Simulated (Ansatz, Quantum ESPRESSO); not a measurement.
# Work function of Co(0001), 6 layers, part 3 of 6

How much energy does it take to lift an electron out of Co(0001), 6 layers, and how far do the settings matter?

Quantum ESPRESSO 7.5; plane-wave DFT, PBE, GBRV ultrasoft pseudopotentials; geometry and cross-check by Ansatz 0.2.0 with PAW datasets.

So far. Step 4 (Potential by pp.x): The vacuum is flat to 0.3 meV/Å, so its level is well defined. Inside the slab the curve depends on the local part of the pseudopotentials; only the vacuum level has a meaning of its own. Step 5 (Macroscopic average): Where the running mean is not flat inside, average.x's window, rounded to the grid, doesn't match the spacings there.

### 6. Valence density

plot_num = 0 writes the valence density.

Contents of rho.in:

```
&inputpp
  prefix = 'scf'
  outdir = './out'
  filplot = 'rho.dat'
  plot_num = 0
/
```

The run is started by

```sh
OMP_NUM_THREADS=1 mpirun -n 8 pp.x -in rho.in > rho.out
```

Output:

```text
[banner, memory and clock lines left out]
Program POST-PROC v.7.5 starts

          URL

     ./out/scf.save/

     IMPORTANT: XC functional enforced from input :
     Exchange-correlation= PBE
                           (   1   4   3   4   0   0   0)
     Any further DFT definition will be discarded
     Please, verify this is what you really want

     Check: negative core charge=   -0.000034

     negative rho (up, down):  2.760E-05 1.312E-05

     Calling punch_plot, plot_num =   0
     Writing data to file  rho.dat
     Message from routine chdens:
     namelist plot not found or invalid, exiting
```

The job ended after 0.76 s (8 MPI ranks of Arm Neoverse V2, shared host; peak memory 0.1 GiB; 5.2 s of CPU time).

Read from the output:

* electrons by integration: 102.0 e

The valence density, planar mean oscillates, so the rows of the table below give means over windows of 1.98 Å about each position, cut where the curve ends. Its maxima inside the range that stand out by 2 % of the span (Å: e/Å³): 8.1: 4.03, 10.0: 4.09, 12.1: 4.09, 14.1: 4.09, 16.2: 4.09, 18.0: 4.03. Its minima: 9.1: 0.336, 11.1: 0.300, 13.1: 0.303, 15.1: 0.300, 17.1: 0.336.

Mean over planes. Valence density, planar mean against z; means over each step:

z (Å), valence density, planar mean (e/Å³) and a bar:
```
     2.97       0.00 
     4.95       0.00 
     6.93       0.46 #########
     8.91       1.63 ##############################
    10.89       1.49 ###########################
    12.87       1.49 ############################
    14.85       1.51 ############################
    16.83       1.61 ##############################
    18.81       1.25 #######################
    20.79       0.00 
    22.77       0.00
```

Valence density in the ca plane at fractional y = 0.000, with atoms of Co within 0.2 Å of it. It is the smooth field of the valence electrons, not physical close to the nuclei.

Values in e/Å³, 5 rows by 16 columns, each cell a mean:
```
 0  0  4 10  0  0  3 11  0  0  3 11  0  0  0  0
 0  1  1  1  0  1  0  1  0  1  0  1  0  0  0  0
 0  1  0  0  1  1  0  0  0  1  0  0  0  0  0  0
 0  0  1  2  0  0  1  3  0  0  1  3  0  0  0  0
 0  0  8 17  0  0  5 20  0  0  4 21  0  0  0  0
```
Columns run along c (16.0 Å, from fractional 0.27 to 0.88 of the cell), rows up along a (2.5 Å). Atoms in or near the plane, at fractional coordinates: Co at (0.38, 0.00), Co at (0.54, 0.00), Co at (0.69, 0.00).

The density integrates to 102.000 electrons, as the 102 of the input ask.

### 7. Projected density of states

Projections on atomic orbitals tell which layers and orbitals hold the states near the zero of energy.

Contents of pdos.in:

```
&projwfc
  prefix = 'scf'
  outdir = './out'
  filpdos = 'pdos'
  Emin = -2.163
  Emax = 9.837
  DeltaE = 0.1
  ngauss = 0
  degauss = 0.01
/
```

The run is started by

```sh
OMP_NUM_THREADS=1 mpirun -n 8 projwfc.x -in pdos.in > pdos.out
```

Output:

```text
[banner, memory and clock lines left out]
Program PROJWFC v.7.5 starts

          URL

     ./out/scf.save/

     IMPORTANT: XC functional enforced from input :
     Exchange-correlation= PBE
                           (   1   4   3   4   0   0   0)
     Any further DFT definition will be discarded
     Please, verify this is what you really want

     Check: negative core charge=   -0.000034

     negative rho (up, down):  2.760E-05 1.312E-05

     Gaussian broadening (read from input): ngauss,degauss=   0    0.010000

     Calling projwave ....
     one sub-group per band group will be used

     linear algebra parallelized on   4 procs

  Problem Sizes
  natomwfc =           78
  nx       =           39
  nbnd     =           61
  nkstot   =           38
  npwx     =          567
  nkb      =          108

     Atomic states used for projection
     (read from pseudopotential files):

     state #   1: atom   1 (Co ), wfc  1 (l=0 m= 1)
     state #   2: atom   1 (Co ), wfc  2 (l=1 m= 1)
     state #   3: atom   1 (Co ), wfc  2 (l=1 m= 2)
     state #   4: atom   1 (Co ), wfc  2 (l=1 m= 3)
     state #   5: atom   1 (Co ), wfc  3 (l=2 m= 1)
     state #   6: atom   1 (Co ), wfc  3 (l=2 m= 2)
     state #   7: atom   1 (Co ), wfc  3 (l=2 m= 3)
     state #   8: atom   1 (Co ), wfc  3 (l=2 m= 4)
     state #   9: atom   1 (Co ), wfc  3 (l=2 m= 5)
     state #  10: atom   1 (Co ), wfc  4 (l=0 m= 1)
     state #  11: atom   1 (Co ), wfc  5 (l=1 m= 1)
     state #  12: atom   1 (Co ), wfc  5 (l=1 m= 2)
     state #  13: atom   1 (Co ), wfc  5 (l=1 m= 3)
     state #  14: atom   2 (Co ), wfc  1 (l=0 m= 1)
     state #  15: atom   2 (Co ), wfc  2 (l=1 m= 1)
     state #  16: atom   2 (Co ), wfc  2 (l=1 m= 2)
     state #  17: atom   2 (Co ), wfc  2 (l=1 m= 3)
     state #  18: atom   2 (Co ), wfc  3 (l=2 m= 1)
     state #  19: atom   2 (Co ), wfc  3 (l=2 m= 2)
     state #  20: atom   2 (Co ), wfc  3 (l=2 m= 3)
     state #  21: atom   2 (Co ), wfc  3 (l=2 m= 4)
     state #  22: atom   2 (Co ), wfc  3 (l=2 m= 5)
     state #  23: atom   2 (Co ), wfc  4 (l=0 m= 1)
     state #  24: atom   2 (Co ), wfc  5 (l=1 m= 1)
     state #  25: atom   2 (Co ), wfc  5 (l=1 m= 2)
     state #  26: atom   2 (Co ), wfc  5 (l=1 m= 3)
     state #  27: atom   3 (Co ), wfc  1 (l=0 m= 1)
     state #  28: atom   3 (Co ), wfc  2 (l=1 m= 1)
     state #  29: atom   3 (Co ), wfc  2 (l=1 m= 2)
     state #  30: atom   3 (Co ), wfc  2 (l=1 m= 3)
     state #  31: atom   3 (Co ), wfc  3 (l=2 m= 1)
     state #  32: atom   3 (Co ), wfc  3 (l=2 m= 2)
     state #  33: atom   3 (Co ), wfc  3 (l=2 m= 3)
     state #  34: atom   3 (Co ), wfc  3 (l=2 m= 4)
     state #  35: atom   3 (Co ), wfc  3 (l=2 m= 5)
     state #  36: atom   3 (Co ), wfc  4 (l=0 m= 1)
     state #  37: atom   3 (Co ), wfc  5 (l=1 m= 1)
     state #  38: atom   3 (Co ), wfc  5 (l=1 m= 2)
     state #  39: atom   3 (Co ), wfc  5 (l=1 m= 3)
     state #  40: atom   4 (Co ), wfc  1 (l=0 m= 1)
     state #  41: atom   4 (Co ), wfc  2 (l=1 m= 1)
     state #  42: atom   4 (Co ), wfc  2 (l=1 m= 2)
     state #  43: atom   4 (Co ), wfc  2 (l=1 m= 3)
     state #  44: atom   4 (Co ), wfc  3 (l=2 m= 1)
     state #  45: atom   4 (Co ), wfc  3 (l=2 m= 2)
     state #  46: atom   4 (Co ), wfc  3 (l=2 m= 3)
     state #  47: atom   4 (Co ), wfc  3 (l=2 m= 4)
     state #  48: atom   4 (Co ), wfc  3 (l=2 m= 5)
     state #  49: atom   4 (Co ), wfc  4 (l=0 m= 1)
     state #  50: atom   4 (Co ), wfc  5 (l=1 m= 1)
     state #  51: atom   4 (Co ), wfc  5 (l=1 m= 2)
     state #  52: atom   4 (Co ), wfc  5 (l=1 m= 3)
     state #  53: atom   5 (Co ), wfc  1 (l=0 m= 1)
     state #  54: atom   5 (Co ), wfc  2 (l=1 m= 1)
     state #  55: atom   5 (Co ), wfc  2 (l=1 m= 2)
     state #  56: atom   5 (Co ), wfc  2 (l=1 m= 3)
     state #  57: atom   5 (Co ), wfc  3 (l=2 m= 1)
     state #  58: atom   5 (Co ), wfc  3 (l=2 m= 2)
     state #  59: atom   5 (Co ), wfc  3 (l=2 m= 3)
     state #  60: atom   5 (Co ), wfc  3 (l=2 m= 4)
     state #  61: atom   5 (Co ), wfc  3 (l=2 m= 5)
     state #  62: atom   5 (Co ), wfc  4 (l=0 m= 1)
     state #  63: atom   5 (Co ), wfc  5 (l=1 m= 1)
     state #  64: atom   5 (Co ), wfc  5 (l=1 m= 2)
     state #  65: atom   5 (Co ), wfc  5 (l=1 m= 3)
     state #  66: atom   6 (Co ), wfc  1 (l=0 m= 1)
     state #  67: atom   6 (Co ), wfc  2 (l=1 m= 1)
     state #  68: atom   6 (Co ), wfc  2 (l=1 m= 2)
     state #  69: atom   6 (Co ), wfc  2 (l=1 m= 3)
     state #  70: atom   6 (Co ), wfc  3 (l=2 m= 1)
     state #  71: atom   6 (Co ), wfc  3 (l=2 m= 2)
     state #  72: atom   6 (Co ), wfc  3 (l=2 m= 3)
     state #  73: atom   6 (Co ), wfc  3 (l=2 m= 4)
     state #  74: atom   6 (Co ), wfc  3 (l=2 m= 5)
     state #  75: atom   6 (Co ), wfc  4 (l=0 m= 1)
     state #  76: atom   6 (Co ), wfc  5 (l=1 m= 1)
     state #  77: atom   6 (Co ), wfc  5 (l=1 m= 2)
     state #  78: atom   6 (Co ), wfc  5 (l=1 m= 3)

[... projections of each state ...]
Lowdin Charges:

     Atom #   1: total charge =  16.9456, s =  2.4119, p =  6.9850, d =  7.5487,
                 spin up      =   9.3580, s =  1.1977,
                 spin up      =   9.3580, p =  3.4401, pz=  1.1130, px=  1.1635, py=  1.1635,
                 spin up      =   9.3580, d =  4.7202, dz2=  0.9557, dxz=  0.9529, dyz=  0.9529, dx2-y2=  0.9293, dxy=  0.9293,
                 spin down    =   7.5876, s =  1.2143,
                 spin down    =   7.5876, p =  3.5449, pz=  1.1449, px=  1.2000, py=  1.2000,
                 spin down    =   7.5876, d =  2.8284, dz2=  0.4972, dxz=  0.5884, dyz=  0.5884, dx2-y2=  0.5773, dxy=  0.5773,
                 polarization =   1.7703, s = -0.0166, p = -0.1049, d =  1.8918,
     Atom #   2: total charge =  17.0091, s =  2.3515, p =  7.1290, d =  7.5286,
                 spin up      =   9.3545, s =  1.1656,
                 spin up      =   9.3545, p =  3.5089, pz=  1.1724, px=  1.1682, py=  1.1682,
                 spin up      =   9.3545, d =  4.6799, dz2=  0.9242, dxz=  0.9406, dyz=  0.9406, dx2-y2=  0.9373, dxy=  0.9373,
                 spin down    =   7.6546, s =  1.1859,
                 spin down    =   7.6546, p =  3.6201, pz=  1.2098, px=  1.2052, py=  1.2052,
                 spin down    =   7.6546, d =  2.8486, dz2=  0.5869, dxz=  0.5587, dyz=  0.5587, dx2-y2=  0.5721, dxy=  0.5721,
                 polarization =   1.6998, s = -0.0203, p = -0.1112, d =  1.8313,
     Atom #   3: total charge =  16.9793, s =  2.3511, p =  7.1047, d =  7.5234,
                 spin up      =   9.3322, s =  1.1656,
                 spin up      =   9.3322, p =  3.4949, pz=  1.1643, px=  1.1653, py=  1.1653,
                 spin up      =   9.3322, d =  4.6716, dz2=  0.9280, dxz=  0.9385, dyz=  0.9385, dx2-y2=  0.9333, dxy=  0.9333,
                 spin down    =   7.6471, s =  1.1855,
                 spin down    =   7.6471, p =  3.6098, pz=  1.2051, px=  1.2024, py=  1.2024,
                 spin down    =   7.6471, d =  2.8518, dz2=  0.5776, dxz=  0.5623, dyz=  0.5623, dx2-y2=  0.5747, dxy=  0.5747,
                 polarization =   1.6851, s = -0.0199, p = -0.1149, d =  1.8199,
     Atom #   4: total charge =  16.9793, s =  2.3511, p =  7.1047, d =  7.5234,
                 spin up      =   9.3322, s =  1.1656,
                 spin up      =   9.3322, p =  3.4949, pz=  1.1643, px=  1.1653, py=  1.1653,
                 spin up      =   9.3322, d =  4.6716, dz2=  0.9280, dxz=  0.9385, dyz=  0.9385, dx2-y2=  0.9333, dxy=  0.9333,
                 spin down    =   7.6471, s =  1.1855,
                 spin down    =   7.6471, p =  3.6098, pz=  1.2051, px=  1.2024, py=  1.2024,
                 spin down    =   7.6471, d =  2.8518, dz2=  0.5776, dxz=  0.5623, dyz=  0.5623, dx2-y2=  0.5747, dxy=  0.5747,
                 polarization =   1.6851, s = -0.0199, p = -0.1149, d =  1.8199,
     Atom #   5: total charge =  17.0091, s =  2.3515, p =  7.1290, d =  7.5286,
                 spin up      =   9.3545, s =  1.1656,
                 spin up      =   9.3545, p =  3.5089, pz=  1.1724, px=  1.1682, py=  1.1682,
                 spin up      =   9.3545, d =  4.6799, dz2=  0.9242, dxz=  0.9406, dyz=  0.9406, dx2-y2=  0.9373, dxy=  0.9373,
                 spin down    =   7.6546, s =  1.1859,
                 spin down    =   7.6546, p =  3.6201, pz=  1.2098, px=  1.2052, py=  1.2052,
                 spin down    =   7.6546, d =  2.8486, dz2=  0.5869, dxz=  0.5587, dyz=  0.5587, dx2-y2=  0.5721, dxy=  0.5721,
                 polarization =   1.6998, s = -0.0203, p = -0.1112, d =  1.8313,
     Atom #   6: total charge =  16.9456, s =  2.4119, p =  6.9850, d =  7.5487,
                 spin up      =   9.3580, s =  1.1977,
                 spin up      =   9.3580, p =  3.4401, pz=  1.1130, px=  1.1635, py=  1.1635,
                 spin up      =   9.3580, d =  4.7202, dz2=  0.9557, dxz=  0.9529, dyz=  0.9529, dx2-y2=  0.9293, dxy=  0.9293,
                 spin down    =   7.5876, s =  1.2143,
                 spin down    =   7.5876, p =  3.5449, pz=  1.1449, px=  1.2000, py=  1.2000,
                 spin down    =   7.5876, d =  2.8284, dz2=  0.4972, dxz=  0.5884, dyz=  0.5884, dx2-y2=  0.5773, dxy=  0.5773,
                 polarization =   1.7703, s = -0.0166, p = -0.1049, d =  1.8918,
     Spilling Parameter:   0.0013
```

Run time: 2 s. Hardware: 8 MPI ranks; peak memory 0.1 GiB.

Numbers from this step:

- spilling of the projection: 0.0013

Projected DOS an atom, spin up over height of the atomic layer and energy from the Fermi level. Columns are the atomic layers from the bottom up.

Values in states/eV, 22 rows by 6 columns, each cell a mean:
```
0.26 0.26 0.24 0.24 0.26 0.26
0.07 0.06 0.08 0.08 0.06 0.07
0.22 0.12 0.14 0.14 0.12 0.22
0.18 0.21 0.21 0.21 0.21 0.18
0.55 0.70 0.78 0.78 0.70 0.55
1.55 1.80 1.73 1.73 1.80 1.55
1.41 1.10 0.90 0.90 1.10 1.41
1.41 0.84 1.12 1.12 0.84 1.41
1.84 1.38 1.50 1.50 1.38 1.84
1.82 1.37 1.43 1.43 1.37 1.82
0.76 0.85 0.91 0.91 0.85 0.76
0.91 0.98 1.12 1.12 0.98 0.91
0.68 0.87 0.75 0.75 0.87 0.68
0.65 1.05 0.83 0.83 1.05 0.65
0.37 0.68 0.56 0.56 0.68 0.37
0.18 0.30 0.30 0.30 0.30 0.18
0.12 0.15 0.12 0.12 0.15 0.12
0.05 0.09 0.10 0.10 0.09 0.05
0.06 0.08 0.06 0.06 0.08 0.06
0.04 0.06 0.06 0.06 0.06 0.04
0.03 0.06 0.04 0.04 0.06 0.03
0.03 0.05 0.05 0.05 0.05 0.03
```
Columns: height of the atomic layer (Å) from 8.09 to 18.1; rows upwards: energy from the Fermi level (eV) from -8.00 to 1.20.

Projected DOS an atom, spin dn over height of the atomic layer and energy from the Fermi level. Columns are the atomic layers from the bottom up.

Ten even steps from '_' (0.03 states/eV) to '@' (1.78 states/eV), each cell a mean:
```
%%@@%%%%@@%%
**++====++**
++--====--++
++==++++==++
@@########@@
%%++****++%%
============
::--====--::
==++====++==
::--------::
::--------::
..::::::::..
............
__..____..__
____________
____________
____________
____________
____________
____________
____________
____________
```
Columns: height of the atomic layer (Å) from 8.09 to 18.1; rows upwards: energy from the Fermi level (eV) from -8.00 to 1.20.

The atomic orbitals miss 0.1 % of the occupied states; for empty states the projections can miss much more.

[end of part 3 of 6]

[Logs are printed without paths, hosts, clocks, repeated set-up lines and the standing remarks that a program may print on its own settings, such as how far it seeks lower states.]

[Hosts, paths, dates, database ids (printed as entryN), source tags and the programs' standing remarks are cut or masked in the printed files.]

[Maps of the electrostatic potential energy from Ansatz leave out the sawtooth potential of an applied field or a dipole correction, so their vacuum need not be flat; planar profiles and work functions include it.]
